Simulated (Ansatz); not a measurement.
# LaScBr6: complex band structure, part 2 of 2

Wanted: the relaxed cell of LaScBr6, its band edges and its decay constants. It is built by putting Sc for part of the La in the LaBr3 structure of space group P6_3/m, with the volume rescaled by atomic radii. The parent structure comes from the Materials Project.

Ansatz 0.2.0; PBEsol DFT, plane waves, PAW files (the session's first sound run).

So far. Step 2 (Relaxing the new crystal): The largest force component on a free atom ends at 0.012 eV/Å.

The structure was built from a prototype and need not be the compound's stable phase.

## 3. Band edges

The energy window and the wavevectors of the next steps follow from the band edges, so these are searched first, off the mesh as well.

Input file input.yaml:

```yaml
crystal:
  lattice:
    - [8.5034941823, 0.0, 0.0]
    - [-4.2517470912, 7.3642419828, 0.0]
    - [0.0, 0.0, 3.830856694]
  atoms:
    - { symbol: La, position: [0.6666666667, 0.3333333333, 0.75] }
    - { symbol: Sc, position: [0.3333333333, 0.6666666667, 0.25] }
    - { symbol: Br, position: [0.5738866082, 0.6903413772, 0.75] }
    - { symbol: Br, position: [0.8922868001, 0.6204749318, 0.25] }
    - { symbol: Br, position: [0.3795250682, 0.2718118683, 0.25] }
    - { symbol: Br, position: [0.116454769, 0.4261133918, 0.75] }
    - { symbol: Br, position: [0.3096586228, 0.883545231, 0.75] }
    - { symbol: Br, position: [0.7281881317, 0.1077131999, 0.25] }
kpoints:
  mp_grid: { grid: [4, 4, 6] }
  band_path: { path: [VBM, CBM], npoints: 30 }
scf:
  occupations: { method: fixed }
hamiltonian:
  xc: pbesol
output:
  eigenvalues: true
  write_potential: true
  write_density: true
  volumetric_format: npy
```

Launch:

```sh
> ansatz run input.yaml --threads 2 --pin off --max-ram 4096MiB --backend cpu --events-out ev --progress --plain --runs-dir out
```

Numbers of over 12 decimals in the logs are rounded to 6 here.

Output:

```text
[...]
Crystal: 8 atoms, lattice volume = 239.895 Å³
Basis set: ecut = 420 eV, 4711 PW (Γ)
Bands: 40, of which v1, the nominal top of the filled ones, is band 32 counted from 1 (31 counted from 0)
Symmetry: 6 space group operations
[...]
k-points: 16 of 96 (time reversal used)
[...]
SCF iter   1: F=—  HF=-24705.684055 eV  |F-HF|=—  |Δ(HF+E_count)|=         —  Δρ=3.26e-3  dr2=3.49e-2  ethr=1.77e-3  ⟨swp⟩=5.4  Hψ=2368  notcnv=0  defer=80
[...]
SCF iter   7: F=-24705.688497 eV  HF=-24705.688497 eV  |F-HF|=1.65e-8  |Δ(HF+E_count)|=   3.70e-7  Δρ=2.55e-6  dr2=4.23e-8  ethr=1.56e-10  ⟨swp⟩=13.0  Hψ=2900  notcnv=0
SCF 1 converged in 7 iterations: F = -24705.688497 eV  dr2 = 4.23e-8
[...]
NSCF: frozen V_eff on 32 k-points
[...]
SCF converged after 7 iterations
Free energy (F): -24705.688497 eV
[...]
Internal energy: -24705.688497 eV  (E = F + TS)
E sigma→0 (E₀):  -24705.688497 eV
Fermi energy:    3.948197 eV
[...]
--- Band table (eV; the first three rows and the last of 16) ---
  k-point 0: bands = [... 28 lower, 3.2486, 3.7401, 3.9482, 3.9482, 6.2090, 6.6876, 6.6876, 7.1058, ... 4 higher]
  k-point 1: bands = [... 28 lower, 3.1758, 3.3258, 3.8702, 3.8702, 6.4879, 6.6475, 6.6475, 7.1876, ... 4 higher]
  k-point 2: bands = [... 28 lower, 3.0971, 3.3452, 3.5381, 3.5381, 6.7318, 6.7318, 6.7899, 7.3019, ... 4 higher]
  k-point 15: bands = [... 28 lower, 3.1547, 3.2401, 3.3257, 3.4679, 6.6781, 6.7455, 6.8878, 7.3735, ... 4 higher]
```

The job ended after 53 s (2 threads of Arm Neoverse V1, shared host; peak memory 0.52 GiB; 1.7 min of CPU time).

Reading the cycles: dr2 is the Hartree energy of the density residual (eV), the measure of convergence; HF is the Harris–Foulkes estimate of the energy, which meets the free energy F at convergence.

This step gave:

| Property | Result |
| --- | --- |
| free energy | -24705.6885 eV |
| Fermi energy | 3.948 eV |
| gap on the k-mesh | 2.171 eV |
| gap on path | 2.154 eV, by band count; negative where bands overlap |
| direct gap on path | 2.253 eV |
| edge places on path | 0, 0.4926 1/A along the path |

Electronic bands along the path, in eV, zero at the Fermi level (highest filled level under fixed occupations); v1 is the highest filled band, c1 the lowest empty one:

| point | v4 | v3 | v2 | v1 | c1 | c2 | c3 | c4 |
| --- | --- | --- | --- | --- | --- | --- | --- | --- |
| VBM | -0.70 | -0.21 | 0.00 | 0.00 | 2.26 | 2.74 | 2.74 | 3.16 |
| halfway | -0.43 | -0.32 | -0.31 | -0.04 | 2.21 | 2.69 | 2.74 | 3.12 |
| CBM | -0.42 | -0.33 | -0.22 | -0.13 | 2.15 | 2.67 | 2.73 | 3.09 |

The searched edges give 2.15 eV, against 2.17 eV on the mesh.

## 4. Complex bands

This step: PBEsol DFT, plane waves, PAW files; complex bands by layer matching along the plane's normal (Ansatz 0.2.0).

The same crystal is laid in a cell whose first two vectors span the (100) plane (indices of the standard conventional cell, whose axes can be ordered otherwise than in the bulk input). At fixed energy and wavevector in the plane the solver finds all kz, real and complex. A few wavevectors are listed, (0, 0) and (0.3333, 0) in units of the plane's reciprocal vectors; the slowest state needn't be among them.

Input file input.yaml:

```yaml
crystal:
  lattice:
    - [8.503494182, 0.0, 0.0]
    - [0.0, 3.830856694, 0.0]
    - [4.251747091, 0.0, 7.364241983]
  atoms:
    - { symbol: La, position: [0.6666666667, 0.75, 0.6666666667] }
    - { symbol: Sc, position: [0.3333333333, 0.25, 0.3333333333] }
    - { symbol: Br, position: [0.116454769, 0.75, 0.5738866082] }
    - { symbol: Br, position: [0.7281881317, 0.25, 0.8922868001] }
    - { symbol: Br, position: [0.8922868001, 0.25, 0.3795250682] }
    - { symbol: Br, position: [0.3096586228, 0.75, 0.116454769] }
    - { symbol: Br, position: [0.5738866082, 0.75, 0.3096586228] }
    - { symbol: Br, position: [0.3795250682, 0.25, 0.7281881317] }
kpoints:
  mp_grid: { grid: [4, 6, 4] }
scf:
  occupations: { method: fixed }
hamiltonian:
  xc: pbesol
output:
  eigenvalues: true
  transmission:
    leads: [[0, 0]]
    kpoints: [[0.0, 0.0], [0.3333, 0.0]]
    e_range: [-1.0, 3.15]
    de: 0.1
```

Output:

```text
[...]
Crystal: 8 atoms, lattice volume = 239.895 Å³
Basis set: ecut = 420 eV, 4711 PW (Γ)
Bands: 40, of which v1, the nominal top of the filled ones, is band 32 counted from 1 (31 counted from 0)
Symmetry: 6 space group operations
[...]
k-points: 16 of 96 (time reversal used)
[...]
SCF iter   1: F=—  HF=-24705.683545 eV  |F-HF|=—  |Δ(HF+E_count)|=         —  Δρ=3.27e-3  dr2=3.51e-2  ethr=1.77e-3  ⟨swp⟩=5.3  Hψ=2351  notcnv=0  defer=81
[...]
SCF iter   7: F=-24705.688497 eV  HF=-24705.688497 eV  |F-HF|=1.62e-8  |Δ(HF+E_count)|=   3.49e-7  Δρ=2.53e-6  dr2=4.21e-8  ethr=1.56e-10  ⟨swp⟩=13.2  Hψ=2864  notcnv=0
SCF 1 converged in 7 iterations: F = -24705.688497 eV  dr2 = 4.21e-8
[...]
transmission: 15 of 30 steps passed
transmission: 30 of 30 steps passed
SCF converged after 7 iterations
Free energy (F): -24705.688497 eV
[...]
Internal energy: -24705.688497 eV  (E = F + TS)
E sigma→0 (E₀):  -24705.688497 eV
Fermi energy:    3.948198 eV
[...]
--- Band table (eV; the first three rows and the last of 16) ---
  k-point 0: bands = [... 28 lower, 3.2486, 3.7401, 3.9482, 3.9482, 6.2090, 6.6876, 6.6876, 7.1058, ... 4 higher]
  k-point 1: bands = [... 28 lower, 3.4978, 3.6608, 3.6698, 3.9141, 6.1716, 6.6469, 6.6909, 7.0783, ... 4 higher]
  k-point 2: bands = [... 28 lower, 3.5546, 3.6103, 3.6727, 3.8372, 6.1236, 6.6144, 6.6926, 7.0545, ... 4 higher]
  k-point 15: bands = [... 28 lower, 3.1547, 3.2401, 3.3257, 3.4679, 6.6781, 6.7455, 6.8878, 7.3735, ... 4 higher]
--- Transmission ---
  basis      : 289 plane waves across, 15 finite elements along
  points     : 2, as listed
  energies   : 42 from -1.000000 to 3.100000 eV about the Fermi level, 0.100000 eV apart; the leads are filled to 1.085432 eV, and channels, transmission and decay are at 1.100000 eV
  crystal 0  : Br6Sc1La1, at the sites [0, 0], period 7.3642 Å: whole cells are its period
    offset         : up to 0.0000 Å between an atom of the period and one for which it stands
    channels       : 0.000000e0 a spin
    conductance    : none, the energies end too early or step too widely for 300 K: set another output.transmission.e_range or a lower de, or, where they end at an eighth of basis.ecutwfc, a higher one
    slowest decay  : 0.2899 /Å at (0.0000, 0.0000)
```

Elapsed: 93 s, on 2 threads; peak memory 1.2 GiB; 2.6 min of CPU time.

This step gave:

```yaml
level_to_which_the_leads_are_filled: 1.085 eV from the Fermi level
decay_constant_at_the_filling_level_zone_centre: 0.2899 Å⁻¹
decay_constant_at_the_filling_level_slowest_listed_point: 0.2899 Å⁻¹
```

K parallel (0, 0); values up to 1.5 1/Å, a degenerate pair printed once or twice; energies at which all values exceed this have no row. Im kz of the slowest decaying states against energy, zero at the highest filled level on the SCF mesh:

| energy (eV) | decay 1 (Å⁻¹) | decay 2 (Å⁻¹) | decay 3 (Å⁻¹) | decay 4 (Å⁻¹) |
| --- | --- | --- | --- | --- |
| -1.00 | 0.0608 | 0.246 | 0.279 | 0.628 |
| -0.80 | 0.0574 | 0.0732 | 0.135 | 0.398 |
| -0.60 | 0.0804 | 0.169 | 0.478 | 0.489 |
| -0.40 | 0.0417 | 0.0430 | 0.513 | 0.532 |
| -0.20 | 0.0646 | 0.0971 | 0.505 | 0.571 |
| 0.00 | 0.00219 | 0.00685 | 0.220 | 0.301 |
| 0.20 | 0.147 | 0.284 | 0.399 | 0.431 |
| 0.40 | 0.200 | 0.319 | 0.466 | 0.513 |
| 0.60 | 0.235 | 0.337 | 0.516 | 0.541 |
| 0.80 | 0.261 | 0.348 | 0.523 | 0.555 |
| 1.00 | 0.281 | 0.353 | 0.517 | 0.586 |
| 1.30 | 0.304 | 0.353 | 0.508 | 0.621 |
| 1.50 | 0.315 | 0.346 | 0.500 | 0.639 |
| 1.70 | 0.323 | 0.329 | 0.488 | 0.652 |
| 1.90 | 0.293 | 0.328 | 0.472 | 0.623 |
| 2.10 | 0.195 | 0.329 | 0.451 | 0.570 |
| 2.30 | 0.219 | 0.299 | 0.420 | 0.499 |
| 2.50 | 0.365 | 0.374 | 0.417 | 0.640 |
| 2.70 | 0.328 | 0.340 | 0.491 | 0.595 |
| 2.90 | 0.265 | 0.356 | 0.390 | 0.392 |
| 3.10 | 0.0998 | 0.305 | 0.407 | 0.415 |

K parallel (0.3333, 0); values up to 1.5 1/Å, a degenerate pair printed once or twice; energies at which all values exceed this have no row. Table of Im kz of the slowest decaying states by energy, zero at the highest filled level on the SCF mesh:

| energy (eV) | decay 1 (Å⁻¹) | decay 2 (Å⁻¹) | decay 3 (Å⁻¹) | decay 4 (Å⁻¹) |
| --- | --- | --- | --- | --- |
| -1.00 | 0.0514 | 0.0735 | 0.0758 | 0.0974 |
| -0.80 | 0.0769 | 0.108 | 0.132 | 0.236 |
| -0.70 | 0.112 | 0.130 | 0.203 | 0.281 |
| -0.50 | 0.0920 | 0.0970 | 0.192 | 0.199 |
| -0.30 | 0.0852 | 0.0903 | 0.186 | 0.233 |
| -0.20 | 0.0611 | 0.145 | 0.163 | 0.259 |
| 0.00 | 0.123 | 0.189 | 0.194 | 0.390 |
| 0.10 | 0.194 | 0.231 | 0.252 | 0.432 |
| 0.30 | 0.254 | 0.280 | 0.328 | 0.494 |
| 0.50 | 0.289 | 0.312 | 0.380 | 0.538 |
| 0.60 | 0.302 | 0.324 | 0.401 | 0.557 |
| 0.80 | 0.322 | 0.342 | 0.436 | 0.586 |
| 1.00 | 0.337 | 0.354 | 0.464 | 0.609 |
| 1.10 | 0.342 | 0.357 | 0.474 | 0.611 |
| 1.30 | 0.351 | 0.360 | 0.490 | 0.599 |
| 1.50 | 0.355 | 0.356 | 0.498 | 0.585 |
| 1.60 | 0.349 | 0.357 | 0.498 | 0.578 |
| 1.80 | 0.327 | 0.356 | 0.491 | 0.561 |
| 2.00 | 0.270 | 0.346 | 0.477 | 0.526 |
| 2.10 | 0.192 | 0.334 | 0.468 | 0.504 |
| 2.30 | 0.305 | 0.312 | 0.432 | 0.453 |
| 2.40 | 0.349 | 0.377 | 0.382 | 0.450 |
| 2.60 | 0.280 | 0.306 | 0.355 | 0.403 |
| 2.80 | 0.261 | 0.271 | 0.336 | 0.375 |
| 2.90 | 0.302 | 0.341 | 0.359 | 0.406 |
| 3.10 | 0.235 | 0.431 | 0.454 | 0.520 |

At the listed wavevectors the last open channel is at -0.10 eV and the next at +2.20 eV on the grid. At +1.10 eV, the grid energy nearest the filling level (the middle of the gap on the SCF mesh), the slowest state at the listed wavevectors decays with κ = 0.290 Å⁻¹, its amplitude falling by e over 3.4 Å. Through 1 nm of this crystal that state's transmission falls by exp(−2 × 0.290 Å⁻¹ × 10 Å) = 0.0030.

## 5. Band edges at another level

This step: PBE DFT, plane waves, PAW files (Ansatz 0.2.0).

The edges again with PBE, at the same atoms.

Input file input.yaml:

```yaml
crystal:
  lattice:
    - [8.5034941823, 0.0, 0.0]
    - [-4.2517470912, 7.3642419828, 0.0]
    - [0.0, 0.0, 3.830856694]
  atoms:
    - { symbol: La, position: [0.6666666667, 0.3333333333, 0.75] }
    - { symbol: Sc, position: [0.3333333333, 0.6666666667, 0.25] }
    - { symbol: Br, position: [0.5738866082, 0.6903413772, 0.75] }
    - { symbol: Br, position: [0.8922868001, 0.6204749318, 0.25] }
    - { symbol: Br, position: [0.3795250682, 0.2718118683, 0.25] }
    - { symbol: Br, position: [0.116454769, 0.4261133918, 0.75] }
    - { symbol: Br, position: [0.3096586228, 0.883545231, 0.75] }
    - { symbol: Br, position: [0.7281881317, 0.1077131999, 0.25] }
kpoints:
  mp_grid: { grid: [4, 4, 6] }
  band_path: { path: [VBM, CBM], npoints: 30 }
scf:
  occupations: { method: fixed }
hamiltonian:
  xc: pbe
output:
  eigenvalues: true
```

Output:

```text
[...]
Crystal: 8 atoms, lattice volume = 239.895 Å³
Basis set: ecut = 420 eV, 4711 PW (Γ)
Bands: 40, of which v1, the nominal top of the filled ones, is band 32 counted from 1 (31 counted from 0)
Symmetry: 6 space group operations
[...]
k-points: 16 of 96 (time reversal used)
[...]
SCF iter   1: F=—  HF=-25098.968811 eV  |F-HF|=—  |Δ(HF+E_count)|=         —  Δρ=2.34e-3  dr2=9.64e-3  ethr=1.77e-3  ⟨swp⟩=5.2  Hψ=2324  notcnv=0  defer=80
[...]
SCF iter   7: F=-25098.980594 eV  HF=-25098.980594 eV  |F-HF|=7.94e-9  |Δ(HF+E_count)|=   1.65e-7  Δρ=3.39e-6  dr2=5.29e-8  ethr=1.56e-10  ⟨swp⟩=13.0  Hψ=2669  notcnv=0
SCF 1 converged in 7 iterations: F = -25098.980594 eV  dr2 = 5.29e-8
[...]
SCF converged after 7 iterations
Free energy (F): -25098.980594 eV
[...]
Internal energy: -25098.980594 eV  (E = F + TS)
E sigma→0 (E₀):  -25098.980594 eV
Fermi energy:    4.042104 eV
[...]
--- Band table (eV; the first three rows and the last of 16) ---
  k-point 0: bands = [... 28 lower, 3.3629, 3.8326, 4.0421, 4.0421, 6.3486, 6.7873, 6.7873, 7.2486, ... 4 higher]
  k-point 1: bands = [... 28 lower, 3.2824, 3.4343, 3.9639, 3.9639, 6.6125, 6.7512, 6.7512, 7.3138, ... 4 higher]
  k-point 2: bands = [... 28 lower, 3.2047, 3.4482, 3.6381, 3.6381, 6.8377, 6.8377, 6.9017, 7.4086, ... 4 higher]
  k-point 15: bands = [... 28 lower, 3.2601, 3.3433, 3.4285, 3.5652, 6.7843, 6.8496, 6.9956, 7.4724, ... 4 higher]
```

Elapsed: 50 s, on 2 threads; peak memory 0.52 GiB; 99 s of CPU time.

This step gave:

| Quantity | Value |
| --- | --- |
| free energy | -25098.9806 eV |
| Fermi energy | 4.042 eV |
| gap on the k-mesh | 2.216 eV |
| gap on path | 2.200 eV, by band count; negative where bands overlap |
| direct gap on path | 2.297 eV |

The electronic bands at the labelled points (eV, zero at the Fermi level (highest filled level under fixed occupations); v1 is the highest filled band, c1 the lowest empty one):

| point | v4 | v3 | v2 | v1 | c1 | c2 | c3 | c4 |
| --- | --- | --- | --- | --- | --- | --- | --- | --- |
| VBM | -0.68 | -0.21 | 0.00 | 0.00 | 2.31 | 2.75 | 2.75 | 3.21 |
| halfway | -0.42 | -0.31 | -0.31 | -0.04 | 2.26 | 2.71 | 2.75 | 3.17 |
| CBM | -0.42 | -0.32 | -0.22 | -0.13 | 2.20 | 2.70 | 2.74 | 3.14 |

The searched edges give 2.20 eV, against 2.22 eV on the mesh.

## 6. Complex bands at another level

This step: PBE DFT, plane waves, PAW files; complex bands by layer matching along the plane's normal (Ansatz 0.2.0).

The complex bands at that level, over its own gap, at (0, 0) and (0.3333, 0).

Input file input.yaml:

```yaml
crystal:
  lattice:
    - [8.503494182, 0.0, 0.0]
    - [0.0, 3.830856694, 0.0]
    - [4.251747091, 0.0, 7.364241983]
  atoms:
    - { symbol: La, position: [0.6666666667, 0.75, 0.6666666667] }
    - { symbol: Sc, position: [0.3333333333, 0.25, 0.3333333333] }
    - { symbol: Br, position: [0.116454769, 0.75, 0.5738866082] }
    - { symbol: Br, position: [0.7281881317, 0.25, 0.8922868001] }
    - { symbol: Br, position: [0.8922868001, 0.25, 0.3795250682] }
    - { symbol: Br, position: [0.3096586228, 0.75, 0.116454769] }
    - { symbol: Br, position: [0.5738866082, 0.75, 0.3096586228] }
    - { symbol: Br, position: [0.3795250682, 0.25, 0.7281881317] }
kpoints:
  mp_grid: { grid: [4, 6, 4] }
scf:
  occupations: { method: fixed }
hamiltonian:
  xc: pbe
output:
  eigenvalues: true
  transmission:
    leads: [[0, 0]]
    kpoints: [[0.0, 0.0], [0.3333, 0.0]]
    e_range: [-1.0, 3.2]
    de: 0.11
```

Output:

```text
[...]
Crystal: 8 atoms, lattice volume = 239.895 Å³
Basis set: ecut = 420 eV, 4711 PW (Γ)
Bands: 40, of which v1, the nominal top of the filled ones, is band 32 counted from 1 (31 counted from 0)
Symmetry: 6 space group operations
[...]
k-points: 16 of 96 (time reversal used)
[...]
SCF iter   1: F=—  HF=-25098.968757 eV  |F-HF|=—  |Δ(HF+E_count)|=         —  Δρ=2.35e-3  dr2=9.65e-3  ethr=1.77e-3  ⟨swp⟩=5.2  Hψ=2324  notcnv=0  defer=80
[...]
SCF iter   7: F=-25098.980594 eV  HF=-25098.980594 eV  |F-HF|=9.13e-9  |Δ(HF+E_count)|=   1.72e-7  Δρ=3.38e-6  dr2=5.16e-8  ethr=1.56e-10  ⟨swp⟩=12.7  Hψ=2621  notcnv=0
SCF 1 converged in 7 iterations: F = -25098.980594 eV  dr2 = 5.16e-8
[...]
transmission: 15 of 30 steps passed
transmission: 30 of 30 steps passed
SCF converged after 7 iterations
Free energy (F): -25098.980594 eV
[...]
Internal energy: -25098.980594 eV  (E = F + TS)
E sigma→0 (E₀):  -25098.980594 eV
Fermi energy:    4.042104 eV
[...]
--- Band table (eV; the first three rows and the last of 16) ---
  k-point 0: bands = [... 28 lower, 3.3629, 3.8326, 4.0421, 4.0421, 6.3486, 6.7873, 6.7873, 7.2486, ... 4 higher]
  k-point 1: bands = [... 28 lower, 3.6022, 3.7547, 3.7709, 4.0087, 6.3101, 6.7568, 6.7917, 7.2204, ... 4 higher]
  k-point 2: bands = [... 28 lower, 3.6507, 3.7086, 3.7709, 3.9350, 6.2626, 6.7327, 6.7945, 7.1958, ... 4 higher]
  k-point 15: bands = [... 28 lower, 3.2601, 3.3433, 3.4285, 3.5652, 6.7843, 6.8496, 6.9956, 7.4724, ... 4 higher]
--- Transmission ---
  basis      : 289 plane waves across, 15 finite elements along
  points     : 2, as listed
[...]
crystal 0  : Br6Sc1La1, at the sites [0, 0], period 7.3642 Å: whole cells are its period
[...]
channels       : 0.000000e0 a spin
[...]
slowest decay  : 0.2938 /Å at (0.0000, 0.0000)
```

Run time: 89 s. Hardware: 2 threads; peak memory 1.2 GiB.

Numbers from this step:

* level to which the leads are filled: 1.108 eV from the Fermi level
* decay constant at the filling level, zone centre: 0.2938 Å⁻¹
* decay constant at the filling level, slowest listed point: 0.2938 Å⁻¹

K parallel (0, 0); values up to 1.5 1/Å, a degenerate pair printed once or twice; energies at which all values exceed this have no row. The Im kz of the slowest decaying states by energy, zero at the highest filled level on the SCF mesh:

| energy (eV) | decay 1 (Å⁻¹) | decay 2 (Å⁻¹) | decay 3 (Å⁻¹) | decay 4 (Å⁻¹) |
| --- | --- | --- | --- | --- |
| -1.00 | 0.0581 | 0.243 | 0.262 | 0.629 |
| -0.78 | 0.0599 | 0.0759 | 0.145 | 0.410 |
| -0.56 | 0.0791 | 0.165 | 0.494 | 0.496 |
| -0.34 | 0.0426 | 0.516 | 0.549 | 0.606 |
| -0.12 | 0.0664 | 0.140 | 0.207 | 0.491 |
| -0.01 | 0.217 | 0.298 | 0.432 | 0.583 |
| 0.10 | 0.108 | 0.260 | 0.359 | 0.374 |
| 0.21 | 0.153 | 0.290 | 0.406 | 0.438 |
| 0.43 | 0.209 | 0.326 | 0.477 | 0.523 |
| 0.65 | 0.246 | 0.345 | 0.529 | 0.533 |
| 0.87 | 0.273 | 0.356 | 0.524 | 0.569 |
| 1.09 | 0.294 | 0.361 | 0.520 | 0.601 |
| 1.31 | 0.310 | 0.361 | 0.515 | 0.625 |
| 1.53 | 0.322 | 0.353 | 0.506 | 0.644 |
| 1.75 | 0.331 | 0.334 | 0.494 | 0.657 |
| 1.97 | 0.291 | 0.336 | 0.476 | 0.626 |
| 2.08 | 0.246 | 0.338 | 0.465 | 0.598 |
| 2.30 | 0.333 | 0.436 | 0.530 | 0.653 |
| 2.52 | 0.381 | 0.384 | 0.419 | 0.646 |
| 2.74 | 0.178 | 0.298 | 0.325 | 0.474 |
| 2.96 | 0.304 | 0.377 | 0.392 | 0.402 |
| 3.18 | 0.317 | 0.424 | 0.437 | 0.456 |

K parallel (0.3333, 0); values up to 1.5 1/Å, a degenerate pair printed once or twice; energies at which all values exceed this have no row. Table of Im kz of the slowest decaying states by energy, zero at the highest filled level on the SCF mesh:

| energy (eV) | decay 1 (Å⁻¹) | decay 2 (Å⁻¹) | decay 3 (Å⁻¹) | decay 4 (Å⁻¹) |
| --- | --- | --- | --- | --- |
| -1.00 | 0.0544 | 0.0701 | 0.0724 | 0.0978 |
| -0.67 | 0.116 | 0.132 | 0.209 | 0.292 |
| -0.45 | 0.0555 | 0.0639 | 0.132 | 0.188 |
| -0.12 | 0.123 | 0.151 | 0.326 | 0.503 |
| -0.01 | 0.110 | 0.180 | 0.191 | 0.388 |
| 0.21 | 0.234 | 0.264 | 0.301 | 0.471 |
| 0.54 | 0.298 | 0.322 | 0.393 | 0.549 |
| 0.76 | 0.322 | 0.345 | 0.435 | 0.584 |
| 1.09 | 0.347 | 0.365 | 0.480 | 0.618 |
| 1.42 | 0.361 | 0.367 | 0.504 | 0.599 |
| 1.64 | 0.357 | 0.364 | 0.507 | 0.585 |
| 1.97 | 0.306 | 0.359 | 0.490 | 0.546 |
| 2.30 | 0.263 | 0.284 | 0.457 | 0.462 |
| 2.63 | 0.277 | 0.301 | 0.349 | 0.424 |
| 2.85 | 0.305 | 0.322 | 0.373 | 0.380 |
| 3.18 | 0.177 | 0.184 | 0.450 | 0.469 |

At the listed wavevectors the last open channel is at -0.01 eV and the next at +2.30 eV on the grid. At +1.09 eV, the grid energy nearest the filling level (the middle of the gap on the SCF mesh), the slowest state at the listed wavevectors decays with κ = 0.294 Å⁻¹, its amplitude falling by e over 3.4 Å; the first such run, plane (100), gave 0.290 Å⁻¹.

## 7. Results

* band gap: 2.15 eV
* least decay constant at mid-gap, normal to (100): 0.290 Å⁻¹
* least decay constant, PBE: 0.294 Å⁻¹

What this shows: With PBEsol, the slowest decay at the wavevectors tried is κ = 0.290 Å⁻¹, normal to (100). Through such a film the transmission near mid-gap falls as exp(−2κd), a factor of ten every 4.0 Å. A free electron under a barrier of half the gap would need a mass of 0.30 mₑ to decay at this rate. With PBE the gap goes from 2.15 to 2.20 eV and the decay constant, over the first 2 listed wavevectors, from 0.290 to 0.294 Å⁻¹. The compound is made up by substitution; its stability against other phases and against distortions of the cell's symmetry was not tested. A semilocal functional narrows gaps, so real decay constants are likely larger.

[Logs are printed without paths, hosts, clocks, repeated set-up lines and the standing remarks that a program may print on its own settings, such as how far it seeks lower states.]

[Hosts, paths, dates, database ids (printed as entryN), source tags and the programs' standing remarks are cut or masked in the printed files.]
